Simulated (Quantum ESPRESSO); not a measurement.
# SiNi: which magnetic order is lowest, part 2 of 2

Aim: find out which collinear order of SiNi costs least.

Quantum ESPRESSO 7.5; PBEsol; plane waves with GBRV 1.5 PBEsol potentials, no spin-orbit coupling.

So far: Set-up; Start 1: ferro ++++.

**3. Run 2 (antiferro +−−+)**

pw.in

```
&CONTROL
  calculation = 'scf'
  prefix = 'pwscf'
  outdir = './tmp'
  pseudo_dir = './pseudo'
  disk_io = 'nowf'
/
&SYSTEM
  ibrav = 0
  celldm(1) = 8
  nat = 8
  ntyp = 3
  ecutwfc = 40
  ecutrho = 280
  nbnd = 57
  occupations = 'smearing'
  smearing = 'fd'
  degauss = 0.00734986
  nspin = 2
  starting_magnetization(1) = 0
  starting_magnetization(2) = 0.0556
  starting_magnetization(3) = -0.0556
/
&ELECTRONS
  conv_thr = 1.6d-08
  electron_maxstep = 150
  mixing_beta = 0.3
/
ATOMIC_SPECIES
Si     28.0850 si_pbesol_v1.uspp.F.UPF
Ni1    58.6934 ni_pbesol_v1.4.uspp.F.UPF
Ni2    58.6934 ni_pbesol_v1.4.uspp.F.UPF
CELL_PARAMETERS alat
   1.2219677769127    0.0000000000000    0.0000000000000
   0.0000000000000    0.7885118470767    0.0000000000000
   0.0000000000000    0.0000000000000    1.3239657444894
ATOMIC_POSITIONS crystal
Si      0.3212800000    0.7500000000    0.0825000000
Si      0.1787200000    0.2500000000    0.5825000000
Si      0.8212800000    0.7500000000    0.4175000000
Si      0.6787200000    0.2500000000    0.9175000000
Ni1     0.0077900000    0.2500000000    0.1875200000
Ni2     0.4922100000    0.7500000000    0.6875200000
Ni2     0.5077900000    0.2500000000    0.3124800000
Ni1     0.9922100000    0.7500000000    0.8124800000
K_POINTS automatic
8 8 8 0 0 0
```

Command:

```bash
$ OMP_NUM_THREADS=1 mpirun -n 4 pw.x -nk 4 -in pw.in > pw.out
```

What it wrote:

```text
[banner, memory and clock lines left out]
Program PWSCF v.7.5 starts

     Message from routine setup:
     using ibrav=0 with symmetry is DISCOURAGED, use correct ibrav instead

     bravais-lattice index     =            0
     lattice parameter (alat)  =       8.0000  a.u.
     unit-cell volume          =     653.1526 (a.u.)^3
     number of atoms/cell      =            8
     number of atomic types    =            3
     number of electrons       =        88.00
     number of Kohn-Sham states=           57
     kinetic-energy cutoff     =      40.0000  Ry
     charge density cutoff     =     280.0000  Ry
     scf convergence threshold =      1.6E-08
     mixing beta               =       0.3000
     number of iterations used =            8  plain     mixing
     Exchange-correlation= SLA  PW   PSX  PSC
                           (   1   4  10   8   0   0   0)

     celldm(1)=   8.000000  celldm(2)=   0.000000  celldm(3)=   0.000000
     celldm(4)=   0.000000  celldm(5)=   0.000000  celldm(6)=   0.000000

     crystal axes: (cart. coord. in units of alat)
               a(1) = (   1.221968   0.000000   0.000000 )
               a(2) = (   0.000000   0.788512   0.000000 )
               a(3) = (   0.000000   0.000000   1.323966 )

     reciprocal axes: (cart. coord. in units 2 pi/alat)
               b(1) = (  0.818352  0.000000  0.000000 )
               b(2) = (  0.000000  1.268212  0.000000 )
               b(3) = (  0.000000  0.000000  0.755307 )

     PseudoPot. # 1 for Si read from file:
     si_pbesol_v1.uspp.F.UPF
     Pseudo is Ultrasoft + core correction, Zval =  4.0

     PseudoPot. # 2 for Ni read from file:
     ni_pbesol_v1.4.uspp.F.UPF
     Pseudo is Ultrasoft + core correction, Zval = 18.0

     PseudoPot. # 3 for Ni read from file:
     ni_pbesol_v1.4.uspp.F.UPF
     Pseudo is Ultrasoft + core correction, Zval = 18.0

     atomic species   valence    mass     pseudopotential
     Si                4.00    28.08500     Si( 1.00)
     Ni1              18.00    58.69340     Ni( 1.00)
     Ni2              18.00    58.69340     Ni( 1.00)

     Starting magnetic structure
     atomic species   magnetization
     Si              0.000
     Ni1             0.056
     Ni2            -0.056

      4 Sym. Ops., with inversion, found ( 2 have fractional translation)

   Cartesian axes

     site n.     atom                  positions (alat units)
         1        Si     tau(   1) = (   0.3925938   0.5913839   0.1092272  )
         2        Si     tau(   2) = (   0.2183901   0.1971280   0.7712100  )
         3        Si     tau(   3) = (   1.0035777   0.5913839   0.5527557  )
         4        Si     tau(   4) = (   0.8293740   0.1971280   1.2147386  )
         5        Ni1    tau(   5) = (   0.0095191   0.1971280   0.2482701  )
         6        Ni2    tau(   6) = (   0.6014648   0.5913839   0.9102529  )
         7        Ni2    tau(   7) = (   0.6205030   0.1971280   0.4137128  )
         8        Ni1    tau(   8) = (   1.2124486   0.5913839   1.0756957  )

     number of k points=   170  Fermi-Dirac smearing, width (Ry)=  0.0073

     Number of k-points >= 100: set verbosity='high' to print them.

     Dense  grid:    51577 G-vectors     FFT dimensions: (  54,  36,  60)

     Smooth grid:    22357 G-vectors     FFT dimensions: (  40,  30,  45)

     Check: negative core charge=   -0.000008
     Generating pointlists ...
     new r_m :   0.2219 (alat units)  1.7756 (a.u.) for type    1
     new r_m :   0.2219 (alat units)  1.7756 (a.u.) for type    2
     new r_m :   0.2219 (alat units)  1.7756 (a.u.) for type    3

     Initial potential from superposition of free atoms

     starting charge      79.9974, renormalised to      88.0000
     Starting wfcs are   68 randomized atomic wfcs

     Self-consistent Calculation

     iteration #  1     ecut=    40.00 Ry     beta= 0.30
     Davidson diagonalization with overlap
     ethr =  1.00E-02,  avg # of iterations =  7.0

     total energy              =   -1346.57391987 Ry
     estimated scf accuracy    <     215.04375759 Ry

     total magnetization       =    -0.00 Bohr mag/cell
     absolute magnetization    =     0.43 Bohr mag/cell

     iteration #  2     ecut=    40.00 Ry     beta= 0.30
     Davidson diagonalization with overlap
     ethr =  1.00E-02,  avg # of iterations =  3.2

     total energy              =   -1409.27814562 Ry
     estimated scf accuracy    <      59.40530151 Ry

     total magnetization       =     0.00 Bohr mag/cell
     absolute magnetization    =     0.18 Bohr mag/cell

     [... further iterations left out ...]

     iteration # 17     ecut=    40.00 Ry     beta= 0.30
     Davidson diagonalization with overlap
     ethr =  3.02E-10,  avg # of iterations =  4.0

     total energy              =   -1410.91971832 Ry
     estimated scf accuracy    <       0.00000019 Ry

     total magnetization       =     0.00 Bohr mag/cell
     absolute magnetization    =     0.00 Bohr mag/cell

     iteration # 18     ecut=    40.00 Ry     beta= 0.30
     Davidson diagonalization with overlap
     ethr =  2.11E-10,  avg # of iterations =  1.9

     Magnetic moment per site  (integrated on atomic sphere of radius R)
     atom   1 (R=0.222)  charge=  1.6504  magn=  0.0000
     atom   2 (R=0.222)  charge=  1.6504  magn= -0.0000
     atom   3 (R=0.222)  charge=  1.6504  magn= -0.0000
     atom   4 (R=0.222)  charge=  1.6504  magn=  0.0000
     atom   5 (R=0.222)  charge= 16.3330  magn=  0.0000
     atom   6 (R=0.222)  charge= 16.3330  magn= -0.0000
     atom   7 (R=0.222)  charge= 16.3330  magn= -0.0000
     atom   8 (R=0.222)  charge= 16.3330  magn=  0.0000

     End of self-consistent calculation

     Number of k-points >= 100: set verbosity='high' to print the bands.

     the Fermi energy is    14.4569 ev

!    total energy              =   -1410.91971834 Ry
     estimated scf accuracy    <          1.8E-09 Ry
     smearing contrib. (-TS)   =      -0.00520789 Ry
     internal energy E=F+TS    =   -1410.91451045 Ry

     The total energy is F=E-TS. E is the sum of the following terms:
     one-electron contribution =   -1049.29580134 Ry
     hartree contribution      =     571.71746890 Ry
     xc contribution           =    -158.43147855 Ry
     ewald contribution        =    -774.90469947 Ry

     total magnetization       =     0.00 Bohr mag/cell
     absolute magnetization    =     0.00 Bohr mag/cell

     convergence has been achieved in  18 iterations
```

Elapsed: 9.4 min, on 4 MPI ranks of Arm Neoverse V1, shared host; peak memory 1.3 GiB.

The spin moment in the atom's sphere vanishes on all atoms.

Read from the output:

```yaml
smearing_term_ts: 0.07086 eV
magnetization: 0 μB
absolute_magnetization: 0 μB
final_state: non-magnetic
```

**4. Start 3: antiferro ++−−**

Edit pw.in of step 3 so:

```diff
@@ -42,5 +42,5 @@
 Ni1     0.0077900000    0.2500000000    0.1875200000
-Ni2     0.4922100000    0.7500000000    0.6875200000
+Ni1     0.4922100000    0.7500000000    0.6875200000
 Ni2     0.5077900000    0.2500000000    0.3124800000
-Ni1     0.9922100000    0.7500000000    0.8124800000
+Ni2     0.9922100000    0.7500000000    0.8124800000
 K_POINTS automatic
```

What it wrote:

```text
     [... lines left out ...]
Program PWSCF v.7.5 starts
     [... lines left out ...]
     number of atoms/cell      =            8
     [... lines left out ...]
     number of electrons       =        88.00
     number of Kohn-Sham states=           57
     kinetic-energy cutoff     =      40.0000  Ry
     charge density cutoff     =     280.0000  Ry
     scf convergence threshold =      1.6E-08
     [... lines left out ...]
      4 Sym. Ops. (no inversion) found ( 3 have fractional translation)
     [... lines left out ...]
     number of k points=   125  Fermi-Dirac smearing, width (Ry)=  0.0073
     [... lines left out ...]
     iteration # 18     ecut=    40.00 Ry     beta= 0.30
     [... lines left out ...]
     Magnetic moment per site  (integrated on atomic sphere of radius R)
     atom   1 (R=0.222)  charge=  1.6504  magn=  0.0000
     atom   2 (R=0.222)  charge=  1.6504  magn=  0.0000
     atom   3 (R=0.222)  charge=  1.6504  magn= -0.0000
     atom   4 (R=0.222)  charge=  1.6504  magn= -0.0000
     atom   5 (R=0.222)  charge= 16.3330  magn=  0.0000
     atom   6 (R=0.222)  charge= 16.3330  magn=  0.0000
     atom   7 (R=0.222)  charge= 16.3330  magn= -0.0000
     atom   8 (R=0.222)  charge= 16.3330  magn= -0.0000
     [... lines left out ...]
     the Fermi energy is    14.4569 ev
!    total energy              =   -1410.91971834 Ry
     estimated scf accuracy    <          1.5E-09 Ry
     smearing contrib. (-TS)   =      -0.00520786 Ry
     [... lines left out ...]
     total magnetization       =    -0.00 Bohr mag/cell
     absolute magnetization    =     0.00 Bohr mag/cell
     convergence has been achieved in  18 iterations
```

Elapsed: 7.2 min, on 4 MPI ranks; peak memory 1.1 GiB; 29 min of CPU time.

The spin moment in the atom's sphere vanishes on all atoms.

Numbers from this step:

- smearing term TS: 0.07086 eV
- magnetization: 0 μB
- absolute magnetization: 0 μB
- final state: non-magnetic

**5. Energies of the orders**

An order is kept where moments of 0.15 μB or more survive with the typed signs; meshes match where a doubled cell samples the same k points as the first cell.

Orders:

```
         start   final state  typed order kept  energy over the lowest (meV a seeded atom)  largest site moment (μB)  net moment (μB a cell of the first run)  mesh matched  CPU time (s)
    ferro ++++  non-magnetic                no                                           0                         0                                        0           yes          1686
antiferro +--+  non-magnetic                no                                           0                         0                                        0           yes          2265
antiferro ++--  non-magnetic                no                                           0                         0                                        0           yes          1724
```

**6. What came out**

```yaml
lowest_state_found: non-magnetic (from ferro ++++, antiferro +--+ and antiferro ++--)
largest_site_moment: 0 μB
```

In words: The lowest state carries no moment, and no start kept one. Only these 3 starts were compared; other wavevectors, canted and longer-period orders were not. Energies are free energies at an electronic temperature of 1160 K, which lowers moments and differences where the moments are itinerant.

[Logs and program files are shortened in this print: banners, set-up blocks, solver, clock and traceback lines can be left out without a mark of their own.]

[Logs are printed without paths, hosts, clocks, repeated set-up lines and the standing remarks that a program may print on its own settings, such as how far it seeks lower states.]

[Hosts, paths, dates, database ids (printed as entryN), source tags and the programs' standing remarks are cut or masked in the printed files.]

[Where a cell is said to come from a database of computed structures, the database is the Materials Project.]
